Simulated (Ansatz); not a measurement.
# LiTi, from a guessed structure to a relaxed one

This structure for LiTi is made up. Its elements were placed in a known structure type with a cell scaled to their sizes. What cell does the guess relax to, and how far off was it?

Calculated with Ansatz 0.2.0; DFT, PBE, plane-wave PAW, files of the set soft_1, scalar-relativistic, no spin, cell and ions relaxed at zero pressure; PAW set soft_1, in the first sound run; inputs show where later runs differ.

## Step 1: The starting structure

It takes space group R-3m (No. 166, trigonal). The conventional cell has a = 4.357 Å, b = 4.357 Å, c = 5.393 Å, α = 90.00°, β = 90.00°, γ = 120.00°. Ti has 8 Li at 2.67 to 2.70 Å nearest. Nearest to Li lie 8 Ti at 2.67 to 2.70 Å. Farther neighbours are not listed.

## Step 2: Relaxing cell and atoms

The guess takes its coordinates from another compound and its volume from a rule, so the cell and any free coordinates are relaxed together.

input.yaml reads:

```yaml
crystal:
  lattice:
    - [2.1785, 1.257757561, 1.797666667]
    - [-2.1785, 1.257757561, 1.797666667]
    - [0.0, -2.515515123, 1.797666667]
  atoms:
    - { symbol: Ti, position: [0.0, 0.0, 0.0] }
    - { symbol: Li, position: [0.5, 0.5, 0.5] }
kpoints:
  mp_grid: { grid: [9, 9, 9] }
scf:
  occupations: { method: fermi_dirac, width: 0.05 }
hamiltonian:
  xc: pbe
  pseudopotentials: { kind: paw, azcp: { folder: soft_1 } }
relax:
  f_tol: 0.015
  max_steps: 70
  cell: {}
output:
  forces: true
  stress: true
```

Command:

```console
$ ansatz run input.yaml --threads 4 --pin off --max-ram 8192MiB --backend cpu --events-out ev --progress --plain --runs-dir out
```

Numbers of over 12 decimals in the logs are rounded to 6 here.

The log of the run:

```text
Engine: ansatz 0.2.0, aarch64-unknown-linux-gnu
Pseudopotentials: kind: paw
Pseudopotential: Ti, paw, valence charge 12, recommended cutoff 420 eV (normal), soft_1/Ti.paw.azcp
Pseudopotential: Li, paw, valence charge 3, recommended cutoff 420 eV (normal), soft_1/Li.paw.azcp
Functional definition: PBE
  parameter kappa = 0.804
  parameter beta = 0.066725
  exchange = pbe_x(kappa = kappa, mu = beta*pi^2/3)
  correlation = pbe_c(beta = beta)
Crystal: 2 atoms, lattice volume = 29.554 Å³
Basis set: ecut = 420 eV, 589 PW (Γ), exchange–correlation on 48×48×48 points (8 copies of the dense FFT grid, shifted against one another)
Bands: 12, of which v1, the nominal top of the filled ones, is band 8 counted from 1 (7 counted from 0)
Symmetry: 12 space group operations
Space group: R-3m (ITA 166), of the structure as read, at distance tolerance 3.1e-5 Å
k-points: 85 of 729
Non-local potential: Ti, projectors of the file, l = 0: 3, l = 1: 2, l = 2: 3, l = 3: 1
Non-local potential: Li, projectors of the file, l = 0: 3, l = 1: 2, l = 2: 1
PAW form: soft (Blöchl's): semilocal exchange-correlation on the pseudo side does not see the compensation charge
PAW one-centre angular grid: Ti, 590 points (default); XC on 64 Gauss nodes
PAW one-centre angular grid: Li, 110 points (default); XC on 96 Gauss nodes
Initial density: superposition of atomic densities (chi_scale 0.1, normalization cell, long waves kept (reshape's long-wave potential 0.00 eV rms))
Initial wavefunctions: pseudopotential atomic-orbital guess
Functional: x = pbe(κ = 0.804, μ = 0.219515), c = pbe(β = 0.066725)
SCF iter   1: F=—  HF=-2703.869872 eV  |F-HF|=—  |Δ(HF+E_count)|=         —  Δρ=6.84e-2  dr2=2.06e0  ethr=3.10e-3  ⟨swp⟩=4.0  Hψ=4825  notcnv=0
preconditioner: auto → none  [metal: Δε(μ)=0.010 eV  Ē_g=3.973 eV  σ=0.050 eV  W_gap=0.05  n_scr=6 (ndim 8)  ℏωp=15.3 eV  f_vac=0.000  D(μ)=2.47/eV (n_scr^D=26)  sad-step TF]
SCF iter   2: F=—  HF=-2703.526538 eV  |F-HF|=—  |Δ(HF+E_count)|=   3.43e-1  Δρ=4.53e-2  dr2=9.17e-1  ethr=3.10e-3  ⟨swp⟩=2.0  Hψ=2041  notcnv=0
SCF iter   3: F=—  HF=-2703.327502 eV  |F-HF|=—  |Δ(HF+E_count)|=   1.99e-1  Δρ=4.04e-3  dr2=8.88e-3  ethr=3.10e-3  ⟨swp⟩=2.3  Hψ=1642  notcnv=0
SCF iter   4: F=—  HF=-2703.326055 eV  |F-HF|=—  |Δ(HF+E_count)|=   1.45e-3  Δρ=6.76e-4  dr2=8.92e-5  ethr=5.92e-5  ⟨swp⟩=2.1  Hψ=1822  notcnv=0
SCF iter   5: F=—  HF=-2703.326069 eV  |F-HF|=—  |Δ(HF+E_count)|=   1.44e-5  Δρ=1.79e-4  dr2=1.05e-5  ethr=5.95e-7  ⟨swp⟩=3.0  Hψ=1666  notcnv=0
SCF iter   6: F=—  HF=-2703.326068 eV  |F-HF|=—  |Δ(HF+E_count)|=   1.42e-6  Δρ=2.41e-5  dr2=1.53e-7  ethr=7.03e-8  ⟨swp⟩=2.2  Hψ=1201  notcnv=0
SCF iter   7: F=-2703.326067 eV  HF=-2703.326067 eV  |F-HF|=5.21e-9  |Δ(HF+E_count)|=   3.50e-8  Δρ=5.07e-6  dr2=9.28e-9  ethr=6.67e-10  ⟨swp⟩=3.7  Hψ=2764  notcnv=0
SCF 1 converged in 7 iterations: F = -2703.326067 eV  dr2 = 9.28e-9
  greatest PAW one-centre occupation: 1.000 electrons in one spin orbital (limit 2), on the Li atom at site 1 (counted from 0), in its partial waves of l = 0
relax step   1: F+E_penalty+E_count = -2703.32606749 eV  Δ(F+E_penalty+E_count) = +0.000e0 eV  max|allowed force component| = 1.611e-30 eV/Å  Δτ_max = 0.0000 Å  P = +5.237 GPa  Ω = 29.554 Å³  (7 SCF iters, dr2 threshold 1.00e-7 eV, accepted)
Crystal: 2 atoms, lattice volume = 32.709 Å³
Basis set: ecut = 420 eV, 619 PW (Γ), exchange–correlation on 48×48×48 points (8 copies of the dense FFT grid, shifted against one another)
Initial density: handed on by an earlier stage of this run
Initial wavefunctions: those handed on with the density
iter 1 solved again at ethr=1.49e-4 eV; its pass at ethr=3.10e-3 eV (dr2=2.23e-2 eV) is discarded
SCF iter   1: F=—  HF=-2703.365650 eV  |F-HF|=—  |Δ(HF+E_count)|=         —  Δρ=6.89e-3  dr2=2.28e-2  ethr=1.49e-4  ⟨swp⟩=1.0  Hψ=6776  notcnv=0
preconditioner: auto → none  [metal: Δε(μ)=0.047 eV  Ē_g=3.109 eV  σ=0.050 eV  W_gap=0.23  n_scr=6 (ndim 8)  ℏωp=14.5 eV  f_vac=0.000  D(μ)=2.67/eV (n_scr^D=26)]
SCF iter   2: F=—  HF=-2703.361270 eV  |F-HF|=—  |Δ(HF+E_count)|=   4.38e-3  Δρ=2.14e-3  dr2=2.25e-3  ethr=1.49e-4  ⟨swp⟩=2.0  Hψ=1474  notcnv=0
SCF iter   3: F=—  HF=-2703.360872 eV  |F-HF|=—  |Δ(HF+E_count)|=   3.98e-4  Δρ=2.63e-4  dr2=1.06e-5  ethr=1.50e-5  ⟨swp⟩=2.1  Hψ=1194  notcnv=0
SCF iter   4: F=—  HF=-2703.360882 eV  |F-HF|=—  |Δ(HF+E_count)|=   9.71e-6  Δρ=2.28e-5  dr2=6.67e-8  ethr=7.06e-8  ⟨swp⟩=2.6  Hψ=1725  notcnv=0
iter 5 did not close the SCF: its close was put off for the readings that it lacked (scf_convergence_deferred on its scf_iter line)
SCF iter   5: F=-2703.360882 eV  HF=-2703.360882 eV  |F-HF|=7.70e-10  |Δ(HF+E_count)|=   4.18e-8  Δρ=2.92e-6  dr2=1.53e-9  ethr=4.44e-10  ⟨swp⟩=2.0  Hψ=1560  notcnv=0
SCF iter   6: F=-2703.360882 eV  HF=-2703.360882 eV  |F-HF|=3.18e-12  |Δ(HF+E_count)|=  8.69e-11  Δρ=4.57e-7  dr2=1.92e-11  ethr=1.02e-11  ⟨swp⟩=1.3  Hψ=2674  notcnv=0
SCF 2 converged in 6 iterations: F = -2703.360882 eV  dr2 = 1.92e-11
relax step   2: F+E_penalty+E_count = -2703.36088165 eV  Δ(F+E_penalty+E_count) = -3.481e-2 eV  max|allowed force component| = 1.788e-29 eV/Å  Δτ_max = 0.0000 Å  P = -1.227 GPa  Ω = 32.709 Å³  energy of the carried Pulay correction = -4.355e-4 eV  (6 SCF iters, dr2 threshold 2.00e-7 eV, accepted)
Crystal: 2 atoms, lattice volume = 32.061 Å³
iter 1 solved again at ethr=6.49e-6 eV; its pass at ethr=3.10e-3 eV (dr2=9.73e-4 eV) is discarded
SCF iter   1: F=—  HF=-2703.363968 eV  |F-HF|=—  |Δ(HF+E_count)|=         —  Δρ=1.39e-3  dr2=8.95e-4  ethr=6.49e-6  ⟨swp⟩=1.0  Hψ=6325  notcnv=0
preconditioner: auto → none  [metal: Δε(μ)=0.066 eV  Ē_g=3.224 eV  σ=0.050 eV  W_gap=0.32  n_scr=6 (ndim 8)  ℏωp=14.7 eV  f_vac=0.000  D(μ)=2.63/eV (n_scr^D=26)]
SCF iter   2: F=—  HF=-2703.363784 eV  |F-HF|=—  |Δ(HF+E_count)|=   1.85e-4  Δρ=4.30e-4  dr2=8.78e-5  ethr=5.97e-6  ⟨swp⟩=1.8  Hψ=1117  notcnv=0
SCF iter   3: F=—  HF=-2703.363778 eV  |F-HF|=—  |Δ(HF+E_count)|=   5.94e-6  Δρ=5.74e-5  dr2=4.76e-7  ethr=5.86e-7  ⟨swp⟩=2.2  Hψ=1233  notcnv=0
iter 4 did not close the SCF: its close was put off for the readings that it lacked (scf_convergence_deferred on its scf_iter line)
SCF iter   4: F=-2703.363778 eV  HF=-2703.363778 eV  |F-HF|=1.32e-8  |Δ(HF+E_count)|=   2.67e-7  Δρ=5.99e-6  dr2=1.69e-8  ethr=3.17e-9  ⟨swp⟩=2.6  Hψ=1658  notcnv=0
iter 5 did not close the SCF: its close was put off for the readings that it lacked (scf_convergence_deferred on its scf_iter line)
SCF iter   5: F=-2703.363778 eV  HF=-2703.363778 eV  |F-HF|=1.81e-10  |Δ(HF+E_count)|=   2.57e-9  Δρ=8.96e-7  dr2=2.50e-10  ethr=1.13e-10  ⟨swp⟩=2.0  Hψ=1168  notcnv=0
SCF iter   6: F=-2703.363778 eV  HF=-2703.363778 eV  |F-HF|=2.73e-12  |Δ(HF+E_count)|=  2.64e-11  Δρ=1.21e-7  dr2=2.88e-12  ethr=1.66e-12  ⟨swp⟩=1.1  Hψ=3018  notcnv=0
SCF 3 converged in 6 iterations: F = -2703.363778 eV  dr2 = 2.88e-12
relax step   3: F+E_penalty+E_count = -2703.36377805 eV  Δ(F+E_penalty+E_count) = -2.896e-3 eV  max|allowed force component| = 2.761e-30 eV/Å  Δτ_max = 0.0000 Å  P = -0.136 GPa  Ω = 32.061 Å³  energy of the carried Pulay correction = -3.495e-4 eV  (6 SCF iters, dr2 threshold 2.00e-7 eV, accepted)
Crystal: 2 atoms, lattice volume = 31.982 Å³
iter 1 solved again at ethr=8.54e-8 eV; its pass at ethr=3.10e-3 eV (dr2=1.28e-5 eV) is discarded
SCF iter   1: F=—  HF=-2703.363818 eV  |F-HF|=—  |Δ(HF+E_count)|=         —  Δρ=1.71e-4  dr2=1.35e-5  ethr=8.54e-8  ⟨swp⟩=2.0  Hψ=6056  notcnv=0
preconditioner: auto → none  [metal: Δε(μ)=0.070 eV  Ē_g=3.223 eV  σ=0.050 eV  W_gap=0.33  n_scr=6 (ndim 8)  ℏωp=14.7 eV  f_vac=0.000  D(μ)=2.61/eV (n_scr^D=26)]
SCF iter   2: F=—  HF=-2703.363825 eV  |F-HF|=—  |Δ(HF+E_count)|=   7.49e-6  Δρ=5.24e-5  dr2=1.28e-6  ethr=8.54e-8  ⟨swp⟩=1.9  Hψ=1134  notcnv=0
iter 3 did not close the SCF: its close was put off for the readings that it lacked (scf_convergence_deferred on its scf_iter line)
SCF iter   3: F=-2703.363825 eV  HF=-2703.363825 eV  |F-HF|=2.54e-9  |Δ(HF+E_count)|=   2.45e-7  Δρ=6.54e-6  dr2=6.35e-9  ethr=8.52e-9  ⟨swp⟩=2.1  Hψ=1186  notcnv=0
iter 4 did not close the SCF: its close was put off for the readings that it lacked (scf_convergence_deferred on its scf_iter line)
SCF iter   4: F=-2703.363825 eV  HF=-2703.363825 eV  |F-HF|=1.55e-11  |Δ(HF+E_count)|=   3.65e-9  Δρ=5.86e-7  dr2=5.64e-11  ethr=4.23e-11  ⟨swp⟩=2.8  Hψ=1728  notcnv=0
iter 5 did not close the SCF: its close was put off for the readings that it lacked (scf_convergence_deferred on its scf_iter line)
SCF iter   5: F=-2703.363825 eV  HF=-2703.363825 eV  |F-HF|=0.00e0  |Δ(HF+E_count)|=  2.68e-11  Δρ=7.77e-8  dr2=7.32e-13  ethr=1.00e-12  ⟨swp⟩=1.1  Hψ=1044  notcnv=0
SCF iter   6: F=-2703.363825 eV  HF=-2703.363825 eV  |F-HF|=4.55e-13  |Δ(HF+E_count)|=  4.55e-13  Δρ=1.86e-8  dr2=3.93e-14  ethr=1.00e-12  ⟨swp⟩=1.0  Hψ=2380  notcnv=0
SCF 4 converged in 6 iterations: F = -2703.363825 eV  dr2 = 3.93e-14
relax step   4: F+E_penalty+E_count = -2703.36382496 eV  Δ(F+E_penalty+E_count) = -4.691e-5 eV  max|allowed force component| = 1.183e-30 eV/Å  Δτ_max = 0.0000 Å  P = +0.005 GPa  Ω = 31.982 Å³  energy of the carried Pulay correction = -3.388e-4 eV  (6 SCF iters, dr2 threshold 8.62e-8 eV, accepted)
Initial wavefunctions: pseudopotential atomic-orbital guess (no wavefunctions were taken with the density)
iter 1 solved again at ethr=3.98e-9 eV; its pass at ethr=3.10e-3 eV (dr2=5.96e-7 eV) is discarded
SCF iter   1: F=—  HF=-2703.364033 eV  |F-HF|=—  |Δ(HF+E_count)|=         —  Δρ=1.79e-4  dr2=3.45e-7  ethr=3.98e-9  ⟨swp⟩=3.1  Hψ=7861  notcnv=0
preconditioner: auto → none  [metal: Δε(μ)=0.070 eV  Ē_g=3.221 eV  σ=0.050 eV  W_gap=0.33  n_scr=6 (ndim 8)  ℏωp=14.7 eV  f_vac=0.000  D(μ)=2.61/eV (n_scr^D=26)]
SCF iter   2: F=—  HF=-2703.364071 eV  |F-HF|=—  |Δ(HF+E_count)|=   3.76e-5  Δρ=8.93e-5  dr2=8.74e-8  ethr=2.30e-9  ⟨swp⟩=3.0  Hψ=1702  notcnv=0
SCF iter   3: F=—  HF=-2703.364080 eV  |F-HF|=—  |Δ(HF+E_count)|=   9.26e-6  Δρ=4.56e-6  dr2=2.14e-9  ethr=5.83e-10  ⟨swp⟩=2.0  Hψ=1590  notcnv=0
SCF iter   4: F=—  HF=-2703.364080 eV  |F-HF|=—  |Δ(HF+E_count)|=   1.83e-8  Δρ=6.73e-7  dr2=5.87e-11  ethr=1.42e-11  ⟨swp⟩=2.0  Hψ=1260  notcnv=0
iter 5 did not close the SCF: its close was put off for the readings that it lacked (scf_convergence_deferred on its scf_iter line)
SCF iter   5: F=-2703.364080 eV  HF=-2703.364080 eV  |F-HF|=0.00e0  |Δ(HF+E_count)|=  2.52e-10  Δρ=6.35e-8  dr2=7.86e-13  ethr=1.00e-12  ⟨swp⟩=2.0  Hψ=1327  notcnv=0
SCF iter   6: F=-2703.364080 eV  HF=-2703.364080 eV  |F-HF|=4.55e-13  |Δ(HF+E_count)|=  1.36e-12  Δρ=7.16e-9  dr2=7.17e-15  ethr=1.00e-12  ⟨swp⟩=2.9  Hψ=3166  notcnv=0
SCF 5 converged in 6 iterations: F = -2703.364080 eV  dr2 = 7.17e-15
relax step   5: F+E_penalty+E_count = -2703.36407989 eV  Δ(F+E_penalty+E_count) = -2.549e-4 eV  max|allowed force component| = 1.972e-30 eV/Å  Δτ_max = 0.0000 Å  P = -0.006 GPa  Ω = 31.982 Å³  stress off target by 1.39e-2 GPa  SCF on the basis re-selected at this cell (its energy is not comparable with the rows above)  (6 SCF iters)
basis re-selected at this cell: Δ(F+E_penalty+E_count) = -2.549e-4 eV, ΔP = -0.011 GPa vs the last step (what re-selecting the basis moved, of the pressure what is left beyond the Pulay correction that the steps carried, after the strain that the cell walked since its last selection, with what the two solves' SCF thresholds leave and, on support functions, any second-order correction that the steps lacked; it is no m [...]
SCF converged after 6 iterations
Free energy (F): -2703.364080 eV
Harris-Foulkes:  -2703.364080 eV  (|F-HF|=4.55e-13)
Internal energy: -2703.342519 eV  (E = F + TS)
E sigma→0 (E₀):  -2703.353300 eV
Entropy (-TS):   -0.021561 eV (-10.780 meV/atom)
Fermi energy:    7.832084 eV
--- Per-component energies (eV) ---
  E_band       = -289.913150
  E_kinetic    = 296.358597
  E_local      = -1189.735017  (includes V_loc(G=0)·N_el)
  E_nonlocal   = 41.677388
  E_hartree    = 453.973024
  E_xc         = -123.804501
  E_vxc        = -155.247675  (∫ρ·V_xc dr)
  E_paw        = -1066.189143  (= ΣΔE_a)
  E_vpaw       = -190.912672  (= ΣTr[D̂ρ^β])
  E_aug_tail   = 0.000180  (compensation charges beyond the density's cutoff)
  E_ewald      = -1115.623049
  E_smearing   = -0.021561  (= −TS)
  E_closure    = -0.000000  (closes the sum)
  Σ components = -2703.364080   (vs F -2703.364080, Δ=0.00e0)
--- Forces (eV/Å), atoms counted from 1 ---
  atom   1  Ti     0.00000000    -0.00000000    -0.00000000
  atom   2  Li    -0.00000000     0.00000000    -0.00000000
  max |Σ_I F_I| component: 4.47e-30 eV/Å
--- Stress (GPa, compression-positive) ---
       -0.001589       0.000000       0.000000
        0.000000      -0.001589       0.000000
        0.000000       0.000000      -0.013860
  P = ⅓ Tr σ = -0.0057 GPa (-0.057 kbar)
--- Relaxed structure (4 steps of the walk, 4 accepted, 1 SCFs on fresh bases) ---
  F+E_penalty+E_count = -2703.36407989 eV   max|allowed force component| = 1.972e-30 eV/Å   (the final SCF, on the basis selected at the relaxed cell)
  cell:  # Å, volume = 31.9816 Å³
    - [2.244405, 1.295808, 1.832766]
    - [-2.244405, 1.295808, 1.832766]
    - [0, -2.591616, 1.832766]
  atoms:
    - { symbol: Ti, position: [0, 0, 0] }
    - { symbol: Li, position: [0.500000, 0.500000, 0.5] }
```

The job ended after 2 s (4 threads of Arm Neoverse V2, shared host; peak memory 0.27 GiB).

The steps of the relaxation:

```
step  energy less that of the first step (eV)  largest force component (eV/Å)  pressure (GPa)  volume (Å³)
   1                                   0.0000                          0.0000            5.24        29.55
   2                                  -0.0348                          0.0000           -1.23        32.71
   3                                  -0.0377                          0.0000           -0.14        32.06
   4                                  -0.0378                          0.0000            0.00        31.98
  5*                                  -0.0380                          0.0000           -0.01        31.98
```

Relaxation steps marked * repeat the geometry before them on a plane-wave basis chosen anew for their cell, so energy and pressure can jump there.

The run keeps the 12 symmetry operations that it works with, so distortions that break them were not tested.

| cell as run | before | after | change |
| --- | --- | --- | --- |
| a (Å) | 3.092 | 3.174 | +2.7 % |
| b (Å) | 3.092 | 3.174 | +2.7 % |
| c (Å) | 3.092 | 3.174 | +2.7 % |
| α (°) | 89.59 | 90.00 | +0.4 % |
| β (°) | 89.59 | 90.00 | +0.4 % |
| γ (°) | 89.59 | 90.00 | +0.4 % |
| volume (Å³/atom) | 14.78 | 15.99 | +8.2 % |

Final coordinates:

```xyz
2
Lattice="2.2444 1.2958 1.8328 -2.2444 1.2958 1.8328 0.0000 -2.5916 1.8328" Properties=species:S:1:pos:R:3 pbc="T T T"
Ti    0.0000    0.0000    0.0000
Li    0.0000    0.0000    2.7491
```

Numbers from this step:

```
free energy             : -2703.3641 eV
energy at zero smearing : -2703.3533 eV
smearing term TS        : 0.02156 eV
Fermi energy            : 7.832 eV
electrons               : 15
symmetry operations     : 12
pressure                : -0.005680 GPa
```

Shortest distances by pair of elements, guess and relaxed (not always the same contact):

```
 pair  guess (Å)  relaxed (Å)
Li–Ti      2.671        2.749
Ti–Ti      3.092        3.174
Li–Li      3.092        3.174
```

The relaxation ends with a pressure of -0.01 GPa.

(Part 1 of 2 ends here.)

[Logs are printed without paths, hosts, clocks, repeated set-up lines and the standing remarks that a program may print on its own settings, such as how far it seeks lower states.]

[Hosts, paths, dates, database ids (printed as entryN), source tags and the programs' standing remarks are cut or masked in the printed files.]
